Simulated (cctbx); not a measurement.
# Accept or mend?

Cell a = 4.6600 Å, b = 10.6510 Å, c = 8.1320 Å, α = 90.00°, β = 90.00°, γ = 90.00°; space group Cmcm (no. 63). The compound is GdScIn2.

The data are simulated with cctbx, not measured: Mo Kα, λ = 0.71073 Å, to d = 0.7 Å, 50 % of the full sphere, strongest reflection 40000 counts, noise from counting, a 3 % proportional error and a noise floor of 8 counts (s.d.); no absorption, and some extinction, which the refinements don't model.

An anisotropic refinement with weights 1/σ² prints:

```text
Rint 0.026, 353 unique reflections to 0.70 A
cycle     R1     wR2    GooF  max shift (A)
   1  0.1914  0.4490  14.632   0.01397
   3  0.0640  0.2132   6.947   0.00001
final R1 0.0640 wR2 0.2132 GooF 6.947  parameters 14  data/parameter 25.2
atom        x        y        z      Ueq    occ   su(xyz)  su(Uiso or U11)
Gd1    0.00000  0.06828  0.25000   0.0227  1.000  0.00018  0.0013
In1    0.50000  0.14291  0.55037   0.0190  1.000  0.00022  0.0010
Y1     0.00000  0.21398  0.75000   0.0606  1.000  0.00092  0.0040
difference map: max 6.01 min -8.97 rms 0.94
Q1    0.0000  0.0770  0.2500    4    6.01  0.09 A from Gd1
Q2    0.0000  0.3534  0.0821    8    4.26  0.26 A from In1
Q3    0.0750  0.2522  0.6378   16    1.19  1.06 A from Y1
Q4    0.1572  0.2894  0.7500    8    1.15  1.09 A from Y1
Q5    0.1099  0.2648  0.5603   16    1.04  1.43 A from In1
Q6    0.0000  0.2148  0.7500    4    0.99  0.01 A from Y1
```

Q: Accept it or mend it, and why?

Mend it. The fault: wrong element: Y1 is Sc. Against the right model at the same level, R1 goes from 0.0118 to 0.0640 and GooF from 0.85 to 6.95, U of Y1 swells from 0.0246 to 0.0606 Å², the top difference peak, 6.0 e/Å³, lies on Gd1 and a hole of -9.0 e/Å³ opens. Y1 has 18 electrons too many and its U swells to shed them, as expected.

The compound is GdScIn2. The right model at the same level gives:

```text
Rint 0.026, 353 unique reflections to 0.70 A
cycle     R1     wR2    GooF  max shift (A)
   1  0.1111  0.2725   8.881   0.01611
   2  0.0118  0.0262   0.853   0.00000
final R1 0.0118 wR2 0.0262 GooF 0.853  parameters 14  data/parameter 25.2
atom        x        y        z      Ueq    occ   su(xyz)  su(Uiso or U11)
Gd1    0.00000  0.06839  0.25000   0.0244  1.000  0.00002  0.0002
In1    0.50000  0.14294  0.55078   0.0211  1.000  0.00003  0.0001
Sc1    0.00000  0.21414  0.75000   0.0246  1.000  0.00010  0.0004
difference map: max 0.65 min -0.97 rms 0.16
Q1    0.1810  0.3242  0.7500    8    0.68  1.44 A from Sc1
Q2    0.1085  0.1211  0.7500    8    0.66  1.11 A from Sc1
Q3    0.0871  0.2710  0.7500    8    0.60  0.73 A from Sc1
Q4    0.0878  0.4445  0.2500    8    0.50  1.91 A from In1
Q5    0.1232  0.0944  0.5506   16    0.47  1.83 A from In1
Q6    0.0000  0.0325  0.7500    4    0.46  1.07 A from Gd1
```

The model was made for the exercise: a known structure type with other elements put in, its volume estimated, not relaxed; displacement parameters are assumed.

[Middle refinement cycles are left out of these outputs.]

[Logs are printed without paths, hosts, clocks, repeated set-up lines and the standing remarks that a program may print on its own settings, such as how far it seeks lower states.]
